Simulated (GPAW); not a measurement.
# Ballistic transport through benzene-1,4-diamine between two Au chains, cheap and dear, part 2 of 2

Aim: T(E), conductance and thermopower of benzene-1,4-diamine between two Au chains, and what cheaper settings cost in accuracy.

GPAW 26.7.0; GPAW LCAO, PAW setups; Landauer transmission from Green's functions with principal layers (ASE), zero bias.

So far, transmission at the Fermi level (one spin): step 2 (GPAW, dzp, PBE, GPAW) 0.0818; step 3 (basis szp(dzp), PBE, GPAW) 0.112; step 4 (basis sz(dzp), PBE, GPAW) 0.156; step 5 (LDA) 0.0900.

### Step 8. K-points along the lead 40: lead_nz = 40 (continued)

Table of transmission of the three most open eigenchannels by energy, zero at the Fermi level:

```tsv
energy (eV)	channel 1	channel 2	channel 3
-2.000	0.0563	1.0e-4	1.4e-6
-1.800	0.893	4.1e-4	9.5e-7
-1.600	0.0181	1.5e-6	7.6e-7
-1.400	0.0333	1.7e-6	6.5e-7
-1.200	0.0791	1.1e-6	7.8e-7
-1.000	0.0787	2.3e-5	2.8e-6
-0.800	0.0723	1.9e-5	2.2e-6
-0.600	0.0915	1.5e-5	2.2e-6
-0.400	0.116	7.9e-6	1.8e-6
-0.200	0.115	1.6e-6	2.7e-9
0.000	0.0817	0	0
0.200	0.0641	0	0
0.400	0.0575	0	0
0.600	0.0563	0	0
0.800	0.0552	0	0
1.000	0.0644	0	0
1.200	0.0747	0	0
1.400	0.0919	0	0
1.600	0.121	0	0
1.800	0.172	0	0
2.000	0.273	0	0
```

The conductance equals that of the dzp run to 0.2 %.

### Step 9. Another change of settings

A last run, with other settings again.

run.py

```python
import json
import numpy as np
from ase import Atoms
from ase.transport.calculators import TransportCalculator
from gpaw import GPAW, FermiDirac
from gpaw.lcao.tools import get_lcao_hamiltonian
from scipy.linalg import eigh

# The junction with lead layers at both ends, along the third cell vector
device = Atoms(
    ['Au', 'Au', 'Au', 'Au', 'Au', 'H', 'H', 'N', 'C', 'H', 'H', 'C', 'C', 'C', 'C', 'H', 'H', 'C', 'N', 'H', 'H', 'Au', 'Au', 'Au', 'Au', 'Au'],
    positions=[
        [5.39885, 4.51413, 1.30000],
        [5.39885, 4.51413, 3.90000],
        [5.39885, 4.51413, 6.50000],
        [5.39885, 4.51413, 9.10000],
        [5.39885, 4.51413, 11.70000],
        [4.55580, 3.25000, 13.23826],
        [6.24190, 3.25000, 13.23826],
        [5.39885, 3.72302, 13.54777],
        [5.39885, 4.03801, 14.91107],
        [7.54770, 4.15539, 15.06833],
        [3.25000, 4.15539, 15.06833],
        [6.59774, 4.29888, 15.57527],
        [4.19997, 4.29888, 15.57527],
        [6.59774, 4.72937, 16.90700],
        [4.19997, 4.72937, 16.90700],
        [7.54771, 4.87286, 17.41394],
        [3.25000, 4.87286, 17.41394],
        [5.39885, 4.99024, 17.57120],
        [5.39885, 5.30524, 18.93450],
        [6.24190, 5.77825, 19.24401],
        [4.55581, 5.77825, 19.24401],
        [5.39885, 4.51413, 20.78227],
        [5.39885, 4.51413, 23.38227],
        [5.39885, 4.51413, 25.98227],
        [5.39885, 4.51413, 28.58227],
        [5.39885, 4.51413, 31.18227]],
    cell=[[10.79771, 0.0, 0.0], [0.0, 9.02825, 0.0], [0.0, 0.0, 32.48227]],
    pbc=True)

# One principal layer of the lead: the first 3 atoms of the device
lead = Atoms(
    ['Au', 'Au', 'Au'],
    positions=[
        [5.39885, 4.51413, 1.30000],
        [5.39885, 4.51413, 3.90000],
        [5.39885, 4.51413, 6.50000]],
    cell=[[10.79771, 0.0, 0.0], [0.0, 9.02825, 0.0], [0.0, 0.0, 7.8]],
    pbc=True)

settings = dict(mode='lcao', basis='dzp', xc='PBE', h=0.18,
                occupations=FermiDirac(0.1), maxiter=60,
                mixer=dict(beta=0.1, nmaxold=8, weight=100.0),
                convergence=dict(density=0.0001))
energies = np.arange(-2, 2 + 1e-9, 0.05)
eta = 0.5
n1, n2 = 1, 1
# k and -k transmit alike, so half of the mesh across the current serves
mesh = [(i, j) for i in range(n1) for j in range(n2) if (i, j) <= (-i % n1, -j % n2)]
weights = np.array([1 if (i, j) == (-i % n1, -j % n2) else 2 for i, j in mesh]) / (n1 * n2)

# [... helper functions left out ...]
fermi_lead = ground_state(lead, (1, 1, 15), 'lead.txt')
fermi_device = ground_state(device, (1, 1, 3), 'device.txt')
# [... loop over the mesh left out, but for ...]
        # Shift the lead onto the potential of the device's first layer
        shift = ((H[:, 0, 0] - H0[:, 0, 0]) / S0[0, 0]).real.mean()
# [...]
kT = 8.617333e-5 * 500
bias = [0.1, 0.2, 0.5, 1.0, 1.5, 2.0]
# [... integrals and printing left out ...]
```

On the command line:

```
OMP_NUM_THREADS=1 OPENBLAS_NUM_THREADS=1 python run.py
```

Log:

```text
basis functions: device 294, principal layer 45
Fermi level: lead -4.8368 eV, device -3.8119 eV; lead shifted by -0.0247 eV
largest coupling past the next layer 2.46e-07 eV, largest misfit of the first layer 0.065 eV
  E-E_F (eV)   T (one spin)  [channel counts left out]
    -2.000    9.4020e-04
    -1.950    8.3685e-04
    -1.900    7.5261e-04
    -1.850    6.8581e-04
    -1.800    6.3407e-04
    -1.750    5.9460e-04
    -1.700    5.6457e-04
    -1.650    5.4123e-04
    -1.600    5.2206e-04
    -1.550    5.0484e-04
    -1.500    4.8768e-04
    -1.450    4.6903e-04
    -1.400    4.4767e-04
    -1.350    4.2278e-04
    -1.300    3.9394e-04
    -1.250    3.6120e-04
[...]
1.650    6.5251e-03
     1.700    6.9363e-03
     1.750    7.3741e-03
     1.800    7.8384e-03
     1.850    8.3284e-03
     1.900    8.8422e-03
     1.950    9.3767e-03
     2.000    9.9271e-03
conductance at 500 K: 0.00058275 G0 a cell; thermopower -39.48 uV/K
current from the zero-bias T(E) at 0.1 V: 0.0045227 uA
current from the zero-bias T(E) at 0.2 V: 0.0090903 uA
current from the zero-bias T(E) at 0.5 V: 0.02352 uA
current from the zero-bias T(E) at 1.0 V: 0.052696 uA
current from the zero-bias T(E) at 1.5 V: 0.092332 uA
current from the zero-bias T(E) at 2.0 V: 0.14654 uA
```

The job ended after 60 s (1 thread of Arm Neoverse V2, shared host; peak memory 1.7 GiB).

The run finished. A setting was moved off its sound value on purpose, so it serves as a test and not as the result.

The fault put into the input: a broadening of tenths of an eV (eta = 0.5).

Side by side:

```tsv
quantity	this run	sound run	difference
conductance (G₀)	5.828e-4	0.083675	-0.0831
transmission at the Fermi level (one spin)	5.766e-4	0.081762	-0.0812
```

The two runs differ clearly in the conductance: 5.8e-4 G₀ against 0.0837 G₀.

### Step 10. What came out

```yaml
conductance: 0.0837 G₀
transmission_at_the_fermi_level_mean_of_the_spins: 0.0818
```

In words: In the dzp basis the junction conducts 0.0837 G₀ at 500 K, with T = 0.0818 a spin at the Fermi level; no smaller basis tried comes within 10 % of that conductance. At the Fermi level one eigenchannel carries the current (0.082). Measured against the first run (dzp), the nearest curve is that of dzp-LDA (r.m.s. 0.10) and the farthest that of sz (0.38). Over the compared runs wall time goes from 39 s (sz) to 61 s (dzp), on a shared host. The geometry was built from estimated bond lengths and not relaxed, so the numbers describe this model structure. Spin-orbit coupling is left out, which matters for the heavy atoms here. Semilocal functionals put molecular levels too near the Fermi level, so such conductances usually come out too high, and chain electrodes have a sharper density of states than real ones. An evenly spaced straight chain is an idealisation: free chains tend to dimerise, zigzag or, where a band edge lies near the Fermi level, turn magnetic. A hydrogen of the molecule lies 2.16 Å from a Au atom, a contact that relaxation would open. The currents use the zero-bias T(E) throughout, which holds only while the bias is small against the distance to the nearest feature. The thermopower isn't quoted: it samples T(E) farther from the Fermi level than the conductance does, and the energy grid wasn't tested for it.

[Logs are printed without paths, hosts, clocks, repeated set-up lines and the standing remarks that a program may print on its own settings, such as how far it seeks lower states.]

[Hosts, paths, dates, database ids (printed as entryN), source tags and the programs' standing remarks are cut or masked in the printed files.]
